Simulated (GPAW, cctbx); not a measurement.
## Bonding in AlTl2 as X-rays see it

Question: by how much does bonding change the X-ray structure factors of AlTl2, how firmly does DFT give the change, and what does a routine refinement make of it?

The cell comes from substitution in a known structure type and wasn't matched to any measured phase. All numbers below are calculated.

### 1. Find the equilibrium geometry

The density hangs on the geometry, so cell and atoms are relaxed first, with the symmetry held. The cutoff is set higher than for the density because stress converges slowly with plane waves.

Settings: GPAW 26.7.0, PBE, 570 eV, 7×7×7 k-points, Fermi–Dirac width 0.1 eV, BFGS to 0.03 eV/Å.

```text
cell
1.0
     1.780000000    2.648500000    0.000000000
     1.780000000   -2.648500000    0.000000000
    -1.780000000    0.000000000   -7.479500000
Tl Al
2 1
Direct
0.331600000 0.331600000 0.663200000
0.668400000 0.668400000 0.336800000
0.000000000 0.000000000 0.000000000
```

```console
$ OMP_NUM_THREADS=1 mpirun -n 4 gpaw python run.py > gpaw.log
```

```text
BFGS:    0       -7.768949        1.154557
BFGS:    1       -7.847927        0.977237
BFGS:    2       -8.091701        0.337773
BFGS:    3       -8.122102        0.209484
...
BFGS:   12       -8.145124        0.049380
BFGS:   13       -8.145448        0.033241
BFGS:   14       -8.145630        0.015021
cell  3.3805 3.3805 7.9725  97.33 97.33 113.49
volume 81.268 A^3, largest force 0.007 eV/A, largest stress 0.09 GPa
```

The cell moved far, while the k-mesh and basis were chosen for the start, so the final shape may be somewhat biased.

After 14 steps the volume has changed by +15.2 % and the energy by -0.377 eV; the largest stress left is 0.09 GPa. It took 30 min on 4 cores of Arm Neoverse N1 (shared host), peak memory 1.7 GiB.

Relaxed structure: Fmmm (no. 69), a = 3.7076 Å, b = 5.6537 Å, c = 15.5079 Å, α = 90.00°, β = 90.00°, γ = 90.00°.

```
atom  mult.    x  y       z
 Tl1      8  1/2  0  0.1532
 Al1      4    0  0       0
```

### 2. The all-electron density

X-rays see the whole electron density, so the PAW density is rebuilt with its core regions. Subtracting spherical free atoms from the same code cancels the cores and leaves the deformation density Δρ, the part due to bonding.

Settings: PBE, 450 eV, 8×8×8 k-points, Fermi–Dirac width 0.1 eV; primitive cell of 3 atoms.

```console
$ OMP_NUM_THREADS=1 mpirun -n 4 gpaw python run.py > gpaw.log
```

```text
|iter:   1|       0s |   -8.235841 | -0.36 |       |
|iter:   2|      10s |   -8.172845 | -2.45 | -1.45 |
|iter:   3|      19s |   -8.046350 | -2.05 | -1.50 |
...
|iter:   7|      60s |   -8.033163c| -5.73 | -3.63 |
|iter:   8|      71s |   -8.033165c| -6.26 | -4.04c|
|iter:   9|      82s |   -8.033165c| -7.77c| -4.89c|
```

```text
gpts.py:43: UserWarning: Initial realspace grid (18,18,40) inconsistent with symmetries.
gpts.py:43: UserWarning: Initial realspace grid (18,18,40) inconsistent with symmetries.
gpts.py:43: UserWarning: Initial realspace grid (18,18,40) inconsistent with symmetries.
gpts.py:43: UserWarning: Initial realspace grid (18,18,40) inconsistent with symmetries.
gpts.py:70: UserWarning: Using symmetrized grid: (40,40,40).
gpts.py:70: UserWarning: Using symmetrized grid: (40,40,40).
gpts.py:70: UserWarning: Using symmetrized grid: (40,40,40).
gpts.py:70: UserWarning: Using symmetrized grid: (40,40,40).
grid (80, 80, 80)  electrons 175.000  moved by bonding 0.328 e
deformation density beyond 0.5 A of the nuclei: max 0.025, min -0.038 e/A^3
atom        x       y       z   Voronoi charge  moment
Tl1    0.3468  0.3468  0.6937      0.020       0.00
Tl2    0.6532  0.6532  0.3063      0.020       0.00
Al3    0.0000  0.0000  0.0000     -0.039       0.00
mean inner potential of superposed free atoms 18.247 V
total magnetic moment 0.000 muB
```

Deformation density in a plane through the shortest contact of the Tl atom at the origin, in 0.01 e/Å³ (clipped at ±99); x from -1.6 to 4.6 Å, y from 2.4 down to -2.4 Å:

```text
 -3   1   2   1  -1  -2  -2  -3   0   1   1  -3  -1   0  -1  -2
 -1   1   1   1   1   0  -1  -1   0   1   1   0  -2  -3  -2   0
  0   0   1   2   2   2   1   1   1   1   1   2   2   2   1   0
  0   0   0   0   1   2   1   1   1   1   0   1   2   2   2   1
  0   0  -1  -3  -3  -3   0   1   1   0  -2  -2  -1   1   1   1
  1   0  -2  -1   .  -1  -3   1   1  -1  -3   .  -2  -1   2   2
  1   0  -1   .   .   0  -3   2   2  -1  -1   .   .  -2   1   2
  1   1  -2  -2   .  -1  -2   2   2   0  -2   .  -2  -2   1   2
  1   1   0  -2  -2  -3   0   1   2   1   0  -2  -2  -1   1   1
  0   1   1   1   0   0   0   1   1   2   2   1   0   0   1   1
  0   1   1   1   0   0   0   0   1   1   2   2   1   1   1   1
  0   0   1   1   1   0   0   0  -1  -3  -2   0   1   1   0  -1
 -2  -2  -1   1   1   1   0  -1  -2  -1  -1  -3   0   2   0  -2
```

Atoms in or within 0.15 Å of the plane: Tl (0.0, 0.0), Al (3.0, 0.0) Å. Dots mark points within about 0.45 Å of a nucleus; large values next to them are atomic features.

Al gains most (-0.04 e) and Tl loses most (+0.02 e), which isn't the order of electronegativity: valence and coordination count too, and Voronoi cells cut space at the midplane whatever the atoms' sizes. Along the shortest contact from the Tl atom at the map's origin, Tl–Al at 3.01 Å, Δρ is +0.02 e/Å³ at the midpoint: little piles up between the atoms, as is usual in a metallic crystal, which this run finds. At the midpoints of other shortest contacts it is +0.01 (Tl–Tl, 3.38 Å) e/Å³. Point values carry grid noise of about 0.01 e/Å³. The run needed 9 iterations, 1.8 min.

### 3. Structure factors

The Fourier components of Δρ, added to those of the free atoms, give the static X-ray structure factors; the Mott–Bethe relation turns them into the Fourier components V of the potential that fast electrons feel.

```text
static structure factors of the conventional cell: F in electrons, V (Mott-Bethe) in volts
   h  k  l      d  |F| table  |F| free   |F| DFT   change   |V| free  |V| DFT  change %
   0  0  2  7.7539   170.783   170.632   170.483   -0.150     1.691    1.818      7.5
   0  0  4  3.8770   411.201   410.933   410.809   -0.124     6.217    6.243      0.4
   1  1  1  3.0402   288.930   288.748   288.701   -0.048     3.860    3.867      0.2
   0  2  0  2.8268   603.970   603.852   603.425   -0.427    10.833   10.882      0.4
   1  1  3  2.6588   577.914   577.769   577.054   -0.715    10.105   10.176      0.7
   0  2  2  2.6559   156.156   156.037   156.129    0.092     1.650    1.641     -0.6
   0  0  6  2.5846   521.706   521.563   520.682   -0.880     9.076    9.159      0.9
   0  2  4  2.2841   373.474   373.282   373.223   -0.059     4.928    4.932      0.1
   1  1  5  2.1927    17.936    17.917    18.283    0.366     0.372    0.397      6.7
   0  0  8  1.9385   112.635   112.555   112.236   -0.320     2.086    2.103      0.8
   0  2  6  1.9075   479.381   479.101   478.727   -0.374     7.122    7.141      0.3
   2  0  0  1.8538   539.006   538.685   538.363   -0.323     7.817    7.832      0.2
   2  0  2  1.8030   141.291   141.252   141.352    0.100     1.438    1.434     -0.3
   1  1  7  1.8025   418.164   417.975   418.040    0.065     5.154    5.151     -0.1
```

The largest X-ray change is -0.88 e on 006, 0.2 % of |F|. For electrons V goes as (Z − F)/g², so a change of F counts against Z − F, which is small at low angle and wherever the atoms' terms cancel: |V| of 002 moves by +7.5 % (1.69 to 1.82 V) against -0.1 % in |F|. The last three rows still change by up to 0.32 e; the table stops while the angles are still low. The tabulated Hartree–Fock atoms differ from the free DFT atoms by up to 0.32 e, so the choice of reference atom matters too.

### 4. The functional ladder

The same geometry is run with other functionals, to see whether the bonding signal is larger than the spread between approximations. Free atoms are LDA for LDA and PBE otherwise. Any other changed setting is in the row's label.

```csv
run,ΔF 006 (e),ΔF 113 (e),ΔF 020 (e),q(Al) (e),moved (e),time
PBE,-0.880,-0.715,-0.427,-0.039,0.328,1.8 min
LDA,-0.898,-0.713,-0.410,-0.024,0.316,1.7 min
revPBE,-0.870,-0.709,-0.422,-0.043,0.337,1.9 min
```

At the base's settings ΔF(006) spans -0.898 to -0.870 e, a spread of 3 % of the PBE value; over the three listed reflections the spread is at most 4 %, so sign and size hold across the functionals. Times are from shared hosts.

### 5. What a spherical-atom refinement makes of it

Routine crystallography fits spherical atoms. To see the bias, intensities are simulated from tabulated atoms plus the DFT change ΔF, so that bonding alone can misfit (2730 reflections of the full sphere, merged to the counts below, to 0.5 Å, 1 % proportional noise plus counting noise, assumed isotropic U as listed, Δρ smeared by the mean U) and refined with cctbx over different ranges.

```csv
range,data,R1,GooF,U Tl1 (true 0.0068),U Al1 (true 0.013),largest shift (Å),"Δρ max, min (e/Å³)"
all data,412,0.0032,0.94,0.0068,0.0130,0.0000,"0.53, -0.48"
"low resolution, d > 0.84",97,0.0029,1.01,0.0068,0.0131,0.0000,"0.20, -0.19"
"high order, d < 0.75",278,0.0035,0.91,0.0068,0.0129,0.0000,"0.38, -0.35"
"occupancies free, d > 0.7",159,0.0029,0.99,0.0068,0.0135,0.0000,"0.24, -0.23"
```

With all data GooF is 0.94, so at this noise the bonding hardly shows; the top residual peak lies 1.93 Å from Al and 2.06 Å from Al. No U is off by more than 3 s.u. at low resolution. With Tl1 held at 1 and the scale free, the other occupancies refine to Al1 1.006(0.006), within three s.u. of full.

### 6. Answer

Bonding moves 0.33 e in the primitive cell of AlTl2 and changes the structure factors of the conventional cell in the table above by at most 0.88 e (006, 0.2 %), and among reflections above 2 % of the strongest by up to 2.0 % (115). The shortest bond, Tl–Al, has Δρ = +0.02 e/Å³ at its midpoint, with no localised bond charge. At the base's settings ΔF(006) spans -0.898 to -0.870 e, a spread of 3 % of the PBE value; over the three listed reflections the spread is at most 4 %, so sign and size hold across the functionals. With all data GooF is 0.94, so at this noise the bonding hardly shows. Limits: static density, frozen cores, no spin–orbit coupling.

[Outputs are excerpts: Python notices, other lines and further rows are left out; steps that failed or that the build refused (PBEsol, TPSS) are not shown.]

[Logs are printed without paths, hosts, clocks, repeated set-up lines and the standing remarks that a program may print on its own settings, such as how far it seeks lower states.]
